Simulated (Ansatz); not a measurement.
**Phonons of La3PbC (Pm-3m) against volume**

Does La3PbC (Pm-3m) expand much on heating, by its phonons?

Main program and level: Ansatz 0.2.0; DFT PBEsol, scalar-relativistic, plane waves, PAW; PAW set soft_1.

### Step 1. The structure

The structure is cubic, space group Pm-3m (No. 221). The conventional cell has a = 5.168 Å, b = 5.168 Å, c = 5.168 Å, α = 90.00°, β = 90.00°, γ = 90.00°. Nearest to La lie 2 C at 2.58 Å and 4 Pb at 3.65 Å and 8 La at 3.65 Å. Nearest to Pb lie 12 La at 3.65 Å. Nearest to C lie 6 La at 2.58 Å. Farther neighbours are not listed.

Coordinates:

```cif
data_structure
_symmetry_space_group_name_H-M 'P 1'
_symmetry_Int_Tables_number 1
_cell_length_a 5.1679
_cell_length_b 5.1679
_cell_length_c 5.1679
_cell_angle_alpha 90.000
_cell_angle_beta 90.000
_cell_angle_gamma 90.000
_cell_volume 138.02
loop_
_atom_site_label
_atom_site_type_symbol
_atom_site_fract_x
_atom_site_fract_y
_atom_site_fract_z
_atom_site_occupancy
La1 La 0.50000 0.00000 0.50000 1
La2 La 0.00000 0.50000 0.50000 1
La3 La 0.50000 0.50000 0.00000 1
Pb4 Pb 0.00000 0.00000 0.00000 1
C5 C 0.50000 0.50000 0.50000 1
```

### Step 2. Phonons on a q mesh

The cell comes from relaxations at this level that are not shown. Stability and thermal properties need the whole zone. Linear response on a 2×2×2 q mesh gives force constants as far as a supercell of that size would.

Input file input.yaml:

```yaml
crystal:
  lattice:
    - [5.1678566755, 0.0, 0.0]
    - [0.0, 5.1678566755, 0.0]
    - [0.0, 0.0, 5.1678566755]
  atoms:
    - { symbol: La, position: [0.5, 0.0, 0.5] }
    - { symbol: La, position: [0.0, 0.5, 0.5] }
    - { symbol: La, position: [0.5, 0.5, 0.0] }
    - { symbol: Pb, position: [0.0, 0.0, 0.0] }
    - { symbol: C, position: [0.5, 0.5, 0.5] }
kpoints:
  mp_grid: { grid: [8, 8, 8] }
hamiltonian:
  xc: pbesol
  pseudopotentials: { kind: paw, azcp: { folder: soft_1 }, xc_functional: pbe }
scf:
  occupations: { method: methfessel_paxton, width: 0.2 }
output:
  eigenvalues: true
phonons:
  method: dfpt
  qmesh: [2, 2, 2]
  temperatures: { t_max: 1000, t_step: 50 }
  qpath:
    path:
      - [[0.0, 0.0, 0.0], [0.0, 0.5, 0.0], [0.5, 0.5, 0.0], [0.0, 0.0, 0.0], [0.5, 0.5, 0.5], [0.0, 0.5, 0.0]]
      - [[0.5, 0.5, 0.5], [0.5, 0.5, 0.0]]
    npoints: 10
```

On the command line:

```console
> ansatz run input.yaml --threads 4 --pin off --max-ram 10240MiB --backend cpu --events-out ev --progress --plain --runs-dir out
```

Numbers of over 12 decimals in the logs are rounded to 6 here.

Output:

```text
Engine: ansatz 0.2.0, aarch64-unknown-linux-gnu
Pseudopotentials: kind: paw
Pseudopotential: La, paw, valence charge 11, recommended cutoff 420 eV (normal), soft_1/La.paw.azcp
Pseudopotential: Pb, paw, valence charge 14, recommended cutoff 420 eV (normal), soft_1/Pb.paw.azcp
Pseudopotential: C, paw, valence charge 4, recommended cutoff 420 eV (normal), soft_1/C.paw.azcp
Functional definition: PBEsol
  exchange = pbesol_x
  correlation = pbesol_c
Crystal: 5 atoms, lattice volume = 138.017 Å³
Basis set: ecut = 420 eV, 2721 PW (Γ), exchange–correlation on 72×72×72 points (8 copies of the dense FFT grid, shifted against one another)
Bands: 31, of which v1, the nominal top of the filled ones, is band 26 counted from 1 (25 counted from 0)
Symmetry: 48 space group operations
k-points: 35 of 512
Non-local potential: La, projectors of the file, l = 0: 3, l = 1: 2, l = 2: 2, l = 3: 3
Non-local potential: Pb, projectors of the file, l = 0: 2, l = 1: 2, l = 2: 2, l = 3: 1
Non-local potential: C, projectors of the file, l = 0: 2, l = 1: 2, l = 2: 1
PAW form: soft (Blöchl's): semilocal exchange-correlation on the pseudo side does not see the compensation charge
PAW frozen core: La, regenerated for the run's functional, and the local potential with it (the file was generated under x = pbe(κ = 0.804, μ = 0.219515), c = pbe(β = 0.066725))
PAW frozen core: Pb, regenerated for the run's functional, and the local potential with it (the file was generated under x = pbe(κ = 0.804, μ = 0.219515), c = pbe(β = 0.066725))
PAW frozen core: C, regenerated for the run's functional, and the local potential with it (the file was generated under x = pbe(κ = 0.804, μ = 0.219515), c = pbe(β = 0.066725))
PAW one-centre angular grid: La, 590 points (default); XC on 64 Gauss nodes
PAW one-centre angular grid: Pb, 590 points (default); XC on 64 Gauss nodes
PAW one-centre angular grid: C, 110 points (default); XC on 64 Gauss nodes
Initial density: superposition of atomic densities (chi_scale 0.1, normalization cell, long waves kept (reshape's long-wave potential 0.00 eV rms))
Initial wavefunctions: pseudopotential atomic-orbital guess
Functional: x = pbesol(κ = 0.804, μ = 0.123457), c = pbesol(β = 0.046)
SCF iter   1: F=—  HF=-30496.807617 eV  |F-HF|=—  |Δ(HF+E_count)|=         —  Δρ=7.01e-2  dr2=2.67e1  ethr=3.10e-3  ⟨swp⟩=5.7  Hψ=10780  notcnv=0
automatic band count: the SCF goes on with 36 bands, as 31 were too few: they end inside the smearing window of the response
preconditioner: auto → Kerker (q_TF=auto, 2.311 Å⁻¹)  [metal: Δε(μ)=0.073 eV  Ē_g=11.616 eV  σ=0.200 eV  W_gap=0.30  n_scr=26 (ndim 8)  ℏωp=21.2 eV  f_vac=0.000  D(μ)=2.49/eV (n_scr^D=18)]
SCF iter   2: F=—  HF=-30491.979530 eV  |F-HF|=—  |Δ(HF+E_count)|=    4.83e0  S|Δr|=    0.00e0  Δρ=3.12e-2  dr2=5.90e0  ethr=3.10e-3  ⟨swp⟩=4.6  Hψ=2963  notcnv=0  defer=80
SCF iter   3: F=—  HF=-30490.616811 eV  |F-HF|=—  |Δ(HF+E_count)|=    1.36e0  S|Δr|=    0.00e0  Δρ=1.20e-2  dr2=8.18e-1  ethr=3.10e-3  ⟨swp⟩=4.6  Hψ=2769  notcnv=0  defer=94
SCF iter   4: F=—  HF=-30490.408789 eV  |F-HF|=—  |Δ(HF+E_count)|=   2.08e-1  S|Δr|=    0.00e0  Δρ=4.45e-3  dr2=3.63e-2  ethr=1.60e-3  ⟨swp⟩=3.1  Hψ=2167  notcnv=0  defer=99
SCF iter   5: F=—  HF=-30490.403055 eV  |F-HF|=—  |Δ(HF+E_count)|=   5.73e-3  S|Δr|=    0.00e0  Δρ=1.66e-3  dr2=8.66e-3  ethr=7.11e-5  ⟨swp⟩=2.1  Hψ=1452  notcnv=0  defer=99
SCF iter   6: F=—  HF=-30490.401320 eV  |F-HF|=—  |Δ(HF+E_count)|=   1.74e-3  S|Δr|=    0.00e0  Δρ=5.86e-4  dr2=6.44e-4  ethr=1.70e-5  ⟨swp⟩=2.3  Hψ=1638  notcnv=0  defer=99
SCF iter   7: F=—  HF=-30490.401195 eV  |F-HF|=—  |Δ(HF+E_count)|=   1.24e-4  S|Δr|=    0.00e0  Δρ=1.83e-4  dr2=7.32e-5  ethr=1.26e-6  ⟨swp⟩=2.0  Hψ=1623  notcnv=0  defer=99
SCF iter   8: F=—  HF=-30490.401182 eV  |F-HF|=—  |Δ(HF+E_count)|=   1.31e-5  S|Δr|=    0.00e0  Δρ=4.27e-5  dr2=4.39e-6  ethr=1.44e-7  ⟨swp⟩=2.0  Hψ=1794  notcnv=0  defer=99
SCF iter   9: F=—  HF=-30490.401181 eV  |F-HF|=—  |Δ(HF+E_count)|=   1.04e-6  S|Δr|=    0.00e0  Δρ=7.52e-6  dr2=1.42e-7  ethr=8.62e-9  ⟨swp⟩=2.2  Hψ=1857  notcnv=0  defer=99
SCF iter  10: F=—  HF=-30490.401181 eV  |F-HF|=—  |Δ(HF+E_count)|=   7.38e-9  S|Δr|=    0.00e0  Δρ=2.09e-6  dr2=9.17e-9  ethr=2.78e-10  ⟨swp⟩=2.2  Hψ=1627  notcnv=0  defer=99
SCF iter  11: F=—  HF=-30490.401181 eV  |F-HF|=—  |Δ(HF+E_count)|=  9.13e-10  S|Δr|=    0.00e0  Δρ=4.43e-7  dr2=3.96e-10  ethr=1.80e-11  ⟨swp⟩=2.1  Hψ=1625  notcnv=0  defer=99
SCF iter  12: F=-30490.401181 eV  HF=-30490.401181 eV  |F-HF|=2.55e-11  |Δ(HF+E_count)|=  2.55e-11  S|Δr|=    0.00e0  Δρ=5.34e-8  dr2=3.98e-12  ethr=1.00e-12  ⟨swp⟩=22.9  Hψ=12344  notcnv=0
SCF 1 converged in 12 iterations: F = -30490.401181 eV  dr2 = 3.98e-12
  greatest PAW one-centre occupation: 0.976 electrons in one spin orbital (limit 2), on the Pb atom at site 3 (counted from 0), in its partial waves of l = 2
phonons: the bands overlap, so this run is a metal and interpolates without the dipole-dipole term. If the crystal is really an insulator or semiconductor, its LO-TO splitting is missing
NSCF: frozen V_eff on 35 k-points
NSCF: frozen V_eff on 125 k-points
DFPT response loops at q = (0, 0, 0) (fractional): preconditioner auto → Kerker (q_TF=auto, 2.311 Å⁻¹) (partly filled bands, converged f_vac=0.000); β = 1.00, the filter's whole step (`scf.mixing.beta` (0.50) is not read by the response loops under this deck's `scf.mixing.preconditioner`; to damp them name `kerker` or `kerker_dos`, under which they read `scf.mixing.beta`, and type it under 1.00, their step now; both keys bind the ground state too); Broyden in place of MSR1
NSCF: frozen V_eff on 250 k-points
DFPT response loops at q = (0, 0, -0.5) (fractional): mixed as the last ones told, above
NSCF: frozen V_eff on 250 k-points
DFPT response loops at q = (0, -0.5, -0.5) (fractional): mixed as the last ones told, above
NSCF: frozen V_eff on 250 k-points
DFPT response loops at q = (-0.5, -0.5, -0.5) (fractional): mixed as the last ones told, above
SCF converged after 12 iterations
Stability not checked: this state was not tested for a lower state beside it, because cold or Methfessel-Paxton smearing, or corrected tetrahedra, fill the levels in a way that the test cannot read (fill_not_monotonic; see scf.lower_state_search)
Free energy (F): -30490.401181 eV
Harris-Foulkes:  -30490.401181 eV  (|F-HF|=2.55e-11)
Internal energy: -30490.405592 eV  (E = F + TS)
E sigma→0 (E₀):  -30490.402284 eV
Entropy (-TS):   0.004411 eV (0.882 meV/atom)
Fermi energy:    11.638616 eV
--- Per-component energies (eV) ---
  E_band       = -106.991107
  E_kinetic    = 939.746237
  E_local      = -1996.370020  (includes V_loc(G=0)·N_el)
  E_nonlocal   = 600.318543
  E_hartree    = 744.623012
  E_xc         = -675.551816
  E_vxc        = -629.308989  (∫ρ·V_xc dr)
  E_paw        = -26331.343710  (= ΣΔE_a)
  E_vpaw       = -510.622902  (= ΣTr[D̂ρ^β])
  E_aug_tail   = 0.000001  (compensation charges beyond the density's cutoff)
  E_ewald      = -3772.418219
  E_core_change = 0.590379  (= ΣΔE_core)
  E_smearing   = 0.004411  (= −TS)
  E_closure    = 0.000000  (closes the sum)
  Σ components = -30490.401181   (vs F -30490.401181, Δ=0.00e0)
--- Band table (eV; the first three rows and the last of 35) ---
  k-point 0: bands = [... 22 lower, 10.9008, 10.9008, 11.6252, 11.6252, 11.6252, 11.6865, 11.6865, 11.6865, ... 6 higher]
  k-point 1: bands = [... 22 lower, 10.8402, 10.9379, 11.2651, 11.5391, 11.5391, 11.5883, 11.9005, 11.9005, ... 6 higher]
  k-point 2: bands = [... 22 lower, 10.5887, 11.0369, 11.2448, 11.3632, 11.3632, 11.8507, 12.3736, 12.3736, ... 6 higher]
  k-point 34: bands = [... 22 lower, 11.0395, 11.0395, 11.0395, 12.7165, 12.7165, 12.7165, 13.0663, 13.0663, ... 6 higher]
--- Phonons (Γ-DFPT): 4 representative perturbations + reference (Σ response iterations 13) ---
  ASR residual: 3.794e-5 → 0.000e0 eV/Å²; symmetrization residual: 2.713e-6 eV/Å²
  ASR residual per site (eV/Å²): 2.20e-5 2.20e-5 2.20e-5 3.79e-5 1.82e-5
  Γ frequencies (cm⁻¹): 0.00 0.00 0.00 68.28 68.28 68.28 76.88 76.88 76.88 135.06 135.06 135.06 239.45 239.45 239.45
--- Phonons (arbitrary-q DFPT): 4 irreducible q on the 2×2×2 mesh ---
  q = [0.0000, 0.0000, 0.0000] (star 1, of the zone-centre solve; hermiticity 7.85e-7, symmetrization 2.28e-12): -0.00 -0.00 0.00 68.28 68.28 68.28 76.88 76.88 76.88 135.06 135.06 135.06 239.45 239.45 239.45
  q = [0.0000, 0.0000, -0.5000] (star 3, 9 solved perturbations in 975 linear systems a pass and spin channel, the states on 125 of 512 k-point pairs; hermiticity 2.29e-7, symmetrization 6.82e-9): 51.66 51.66 53.77 53.77 57.75 67.72 78.26 78.26 85.07 116.30 116.30 134.61 186.06 186.06 391.68
  q = [0.0000, -0.5000, -0.5000] (star 3, 9 solved perturbations in 975 linear systems a pass and spin channel, the states on 125 of 512 k-point pairs; hermiticity 2.66e-7, symmetrization 1.51e-8): 34.42 58.09 58.09 63.94 68.12 68.12 79.54 81.08 81.08 109.42 117.08 158.34 239.75 378.14 378.14
  q = [-0.5000, -0.5000, -0.5000] (star 1, 4 solved perturbations in 350 linear systems a pass and spin channel, the states on 125 of 512 k-point pairs; hermiticity 5.10e-8, symmetrization 5.90e-10): 40.68 40.68 40.68 61.94 61.94 61.94 95.79 95.79 95.79 123.56 123.56 185.54 378.20 378.20 378.20
  sum rule: each row above includes the acoustic sum rule's correction from the zone centre's row sums; it moved no ω² by more than (0.64 cm⁻¹)²
  mesh force constants: q→R imaginary residual 3.06e-18; ASR residual 3.794e-5 → 0.000e0 eV/Å²; symmetrization residual 3.553e-15 eV/Å²
  interpolated dispersion: 62 rows × 15 modes
  density of states and harmonic sums: on the 12×12×12 q-mesh, interpolated from the force constants of a 2×2×2 supercell (no non-analytic term)
  largest difference from the sums on the solved wave vectors: F 7.92e-2 eV, S 1.11e-4 and C_V 3.22e-5 eV/K
  zero-point energy: 0.116663 eV/cell   skipped modes (ω ≤ 0): 3   left out of the sums: 1.16e-4 of the cell's modes: C_V's classical limit lies that fraction below 3 k_B per atom; for a crystal, a wire or a layer, F and S can be off by more, and a phonons.interpolated_qmesh denser along its periods is the remedy for the sampling
```

Wall time 8 min (4 threads of Arm Neoverse V1, shared host); peak memory 2 GiB.

Numbers from this step:

* volume per atom: 27.60 Å³
* gap on the k-mesh: 0 eV
* sum-rule residual before enforcement: 3.79e-5 eV/Å²
* lowest frequency on the path: 0 cm⁻¹
* point group: m-3m
* highest frequency on the path or at a solved wavevector: 391.7 cm⁻¹
* mean frequency: 125.5 cm⁻¹
* Debye temperature (second moment): 295 K
* logarithmic mean frequency: 98.9 cm⁻¹
* highest optical mode at the zone centre (no LO-TO term): 239.4 cm⁻¹
* lowest optical zone-centre mode: 68.28 cm⁻¹
* lowest mode on the q mesh (acoustic modes at Γ apart): 34.42 cm⁻¹
* zero-point energy per atom: 23.33 meV
* heat capacity at 300 K: 23.84 J/(mol atoms K)
* vibrational entropy at 300 K: 44.13 J/(mol atoms K)

Frequencies (cm⁻¹) solved at each irreducible wavevector; negative means imaginary. Frequencies by wavevector, by row:

```csv
q in reciprocal lattice units,star,mode 1,mode 2,mode 3,mode 4,mode 13,mode 14,mode 15
0 0 0,1,0,0,0,68.3,239.4,239.4,239.4
0 0 -0.5,3,51.7,51.7,53.8,53.8,186.1,186.1,391.7
0 -0.5 -0.5,3,34.4,58.1,58.1,63.9,239.8,378.1,378.1
-0.5 -0.5 -0.5,1,40.7,40.7,40.7,61.9,378.2,378.2,378.2
```

Symmetry leaves 4 wavevectors to solve. The lowest mode among them, the acoustic zeros apart, lies at q = (0, -0.5, -0.5) and is real, 34.4 cm⁻¹.

### Step 3. Relaxing at another volume, volume ratio 0.97

The volume is scaled by 0.97 and held; symmetry leaves nothing to relax, so this is a single point. The modes can then be followed against volume.

input.yaml, the sections that differ from step 2:

```yaml
crystal:
  lattice:
    - [5.1156525338, 0.0, 0.0]
    - [0.0, 5.1156525338, 0.0]
    - [0.0, 0.0, 5.1156525338]
  atoms:
    - { symbol: La, position: [0.5, 0.0, 0.5] }
    - { symbol: La, position: [0.0, 0.5, 0.5] }
    - { symbol: La, position: [0.5, 0.5, 0.0] }
    - { symbol: Pb, position: [0.0, 0.0, 0.0] }
    - { symbol: C, position: [0.5, 0.5, 0.5] }
output:
  forces: true
  stress: true
  eigenvalues: true
# kpoints, hamiltonian, scf: as in step 2
# phonons: removed
```

Output:

```text
[...]
Crystal: 5 atoms, lattice volume = 133.876 Å³
Basis set: ecut = 420 eV, 2601 PW (Γ), exchange–correlation on 72×72×72 points (8 copies of the dense FFT grid, shifted against one another)
Bands: 31, of which v1, the nominal top of the filled ones, is band 26 counted from 1 (25 counted from 0)
Symmetry: 48 space group operations
[...]
k-points: 35 of 512
[...]
k-point 0: bands = [... 22 lower, 11.2681, 11.2681, 12.0883, 12.0883, 12.0883, 12.1213, 12.1213, 12.1213, ... 1 higher]
  k-point 1: bands = [... 22 lower, 11.2301, 11.3056, 11.7043, 12.0131, 12.0131, 12.0390, 12.3144, 12.3144, ... 1 higher]
  k-point 2: bands = [... 22 lower, 10.9732, 11.4059, 11.6499, 11.8278, 11.8278, 12.2968, 12.7944, 12.7944, ... 1 higher]
  k-point 34: bands = [... 22 lower, 11.4938, 11.4938, 11.4938, 13.1672, 13.1672, 13.1672, 13.5111, 13.5111, ... 1 higher]
[key lines of the parts left out:]
SCF converged after 10 iterations
Free energy (F): -30490.375122 eV
Fermi energy:    12.052239 eV
P = ⅓ Tr σ = 2.0674 GPa (20.674 kbar)
```

It took 4.4 s on 4 threads; peak memory 0.53 GiB.

This step gave:

- pressure: 2.067 GPa
- volume per atom: 26.78 Å³

The run ends at a pressure of 2.07 GPa.

### Step 4. Phonons at the other volume, volume ratio 0.97

The phonons are repeated at this volume on the same k and q meshes.

Changes to input.yaml since step 3:

```diff
@@ -19,4 +19,11 @@
 output:
-  forces: true
-  stress: true
   eigenvalues: true
+phonons:
+  method: dfpt
+  qmesh: [2, 2, 2]
+  temperatures: { t_max: 1000, t_step: 50 }
+  qpath:
+    path:
+      - [[0.0, 0.0, 0.0], [0.0, 0.5, 0.0], [0.5, 0.5, 0.0], [0.0, 0.0, 0.0], [0.5, 0.5, 0.5], [0.0, 0.5, 0.0]]
+      - [[0.5, 0.5, 0.5], [0.5, 0.5, 0.0]]
+    npoints: 10
```

Output:

```text
[...]
Crystal: 5 atoms, lattice volume = 133.876 Å³
Basis set: ecut = 420 eV, 2601 PW (Γ), exchange–correlation on 72×72×72 points (8 copies of the dense FFT grid, shifted against one another)
Bands: 31, of which v1, the nominal top of the filled ones, is band 26 counted from 1 (25 counted from 0)
Symmetry: 48 space group operations
k-points: 35 of 512
[...]
SCF iter   1: F=—  HF=-30496.997354 eV  |F-HF|=—  |Δ(HF+E_count)|=         —  Δρ=7.31e-2  dr2=2.75e1  ethr=3.10e-3  ⟨swp⟩=5.6  Hψ=5154  notcnv=0
[...]
SCF iter  12: F=-30490.375122 eV  HF=-30490.375122 eV  |F-HF|=7.28e-12  |Δ(HF+E_count)|=  3.64e-11  S|Δr|=    0.00e0  Δρ=5.80e-8  dr2=4.14e-12  ethr=1.00e-12  ⟨swp⟩=12.6  Hψ=8700  notcnv=0
[...]
SCF 1 converged in 12 iterations: F = -30490.375122 eV  dr2 = 4.14e-12
[...]
NSCF: frozen V_eff on 35 k-points
WARN: eigensolver did not converge in 2 slots of this pass, the one above among them; of largest residual over every band (k=21): 1 band(s) unlocked (lowest unlocked band 30, counted from 0; max residual 1.41e-4 eV among the unlocked bands, 1.41e-4 eV over every band); of lowest unlocked band (k=21): band 30
[...]
SCF converged after 12 iterations
[...]
Free energy (F): -30490.375122 eV
[...]
Internal energy: -30490.379351 eV  (E = F + TS)
E sigma→0 (E₀):  -30490.376179 eV
Entropy (-TS):   0.004229 eV (0.846 meV/atom)
Fermi energy:    12.052239 eV
[...]
--- Band table (eV; the first three rows and the last of 35) ---
  k-point 0: bands = [... 22 lower, 11.2681, 11.2681, 12.0884, 12.0884, 12.0884, 12.1212, 12.1212, 12.1212, ... 1 higher]
  k-point 1: bands = [... 22 lower, 11.2301, 11.3056, 11.7044, 12.0131, 12.0131, 12.0390, 12.3144, 12.3144, ... 1 higher]
  k-point 2: bands = [... 22 lower, 10.9732, 11.4059, 11.6499, 11.8278, 11.8278, 12.2968, 12.7944, 12.7944, ... 1 higher]
  k-point 34: bands = [... 22 lower, 11.4938, 11.4938, 11.4938, 13.1672, 13.1672, 13.1672, 13.5111, 13.5111, ... 1 higher]
[...]
ASR residual: 4.397e-5 → 0.000e0 eV/Å²; symmetrization residual: 1.030e-6 eV/Å²
  ASR residual per site (eV/Å²): 1.40e-5 1.40e-5 1.40e-5 4.40e-5 1.08e-5
[...]
--- Phonons (arbitrary-q DFPT): 4 irreducible q on the 2×2×2 mesh ---
[...]
interpolated dispersion: 62 rows × 15 modes
[...]
```

It took 8.1 min on 4 threads; peak memory 1.9 GiB.

Numbers from this step:

| Quantity | Value |
| --- | --- |
| sum-rule residual before enforcement | 4.40e-5 eV/Å² |
| highest frequency on the path or at a solved wavevector | 403.5 cm⁻¹ |
| mean frequency | 129.2 cm⁻¹ |
| Debye temperature (second moment) | 304 K |
| logarithmic mean frequency | 101.3 cm⁻¹ |
| highest optical mode at the zone centre (no LO-TO term) | 245.2 cm⁻¹ |
| lowest optical zone-centre mode | 72.64 cm⁻¹ |
| lowest mode on the q mesh (acoustic modes at Γ apart) | 35.43 cm⁻¹ |
| zero-point energy per atom | 24.02 meV |
| heat capacity at 300 K | 23.78 J/(mol atoms K) |
| vibrational entropy at 300 K | 43.56 J/(mol atoms K) |

Frequencies (cm⁻¹) solved at each irreducible wavevector; negative means imaginary. Frequencies by wavevector, by row:

```csv
q in reciprocal lattice units,star,mode 1,mode 2,mode 3,mode 4,mode 13,mode 14,mode 15
0 0 0,1,0,0,0,72.6,245.2,245.2,245.2
0 0 -0.5,3,51.6,51.6,54.4,54.4,194.3,194.3,403.5
0 -0.5 -0.5,3,35.4,59.1,59.1,67.8,256.8,392.4,392.4
-0.5 -0.5 -0.5,1,41.2,41.2,41.2,63,392.6,392.6,392.6
```

The highest optical mode at the zone centre (no LO-TO term) is 245.2 cm⁻¹, +5.8 cm⁻¹ against the base run.

### Step 5. Relaxing at another volume, volume ratio 1.03

The volume is scaled by 1.03 and held; symmetry leaves nothing to relax, so this is a single point. The modes can then be followed against volume.

input.yaml, the sections that differ from step 4:

```yaml
crystal:
  lattice:
    - [5.2190269011, 0.0, 0.0]
    - [0.0, 5.2190269011, 0.0]
    - [0.0, 0.0, 5.2190269011]
  atoms:
    - { symbol: La, position: [0.5, 0.0, 0.5] }
    - { symbol: La, position: [0.0, 0.5, 0.5] }
    - { symbol: La, position: [0.5, 0.5, 0.0] }
    - { symbol: Pb, position: [0.0, 0.0, 0.0] }
    - { symbol: C, position: [0.5, 0.5, 0.5] }
output:
  forces: true
  stress: true
  eigenvalues: true
# kpoints, hamiltonian, scf: as in step 4
# phonons: removed
```

Output:

```text
[...]
Crystal: 5 atoms, lattice volume = 142.157 Å³
Basis set: ecut = 420 eV, 2801 PW (Γ), exchange–correlation on 72×72×72 points (8 copies of the dense FFT grid, shifted against one another)
Bands: 31, of which v1, the nominal top of the filled ones, is band 26 counted from 1 (25 counted from 0)
Symmetry: 48 space group operations
[...]
k-points: 35 of 512
[...]
k-point 0: bands = [... 22 lower, 10.5529, 10.5529, 11.1742, 11.1742, 11.1742, 11.2891, 11.2891, 11.2891, ... 1 higher]
  k-point 1: bands = [... 22 lower, 10.4724, 10.5894, 10.8475, 11.0916, 11.0916, 11.1640, 11.5084, 11.5084, ... 1 higher]
  k-point 2: bands = [... 22 lower, 10.2259, 10.6870, 10.8629, 10.9246, 10.9246, 11.4291, 11.9739, 11.9739, ... 1 higher]
  k-point 34: bands = [... 22 lower, 10.6133, 10.6133, 10.6133, 12.2906, 12.2906, 12.2906, 12.6450, 12.6450, ... 1 higher]
[key lines of the parts left out:]
SCF converged after 10 iterations
Free energy (F): -30490.377226 eV
Fermi energy:    11.250720 eV
P = ⅓ Tr σ = -1.8086 GPa (-18.086 kbar)
```

Wall time 3.8 s (4 threads); peak memory 0.54 GiB; 14 s of CPU time.

This step gave:

```yaml
pressure: -1.809 GPa
volume_per_atom: 28.43 Å³
```

The run ends at a pressure of -1.81 GPa.

(Part 1 of 2 ends here.)

[Logs are printed without paths, hosts, clocks, repeated set-up lines and the standing remarks that a program may print on its own settings, such as how far it seeks lower states.]

[Hosts, paths, dates, database ids (printed as entryN), source tags and the programs' standing remarks are cut or masked in the printed files.]
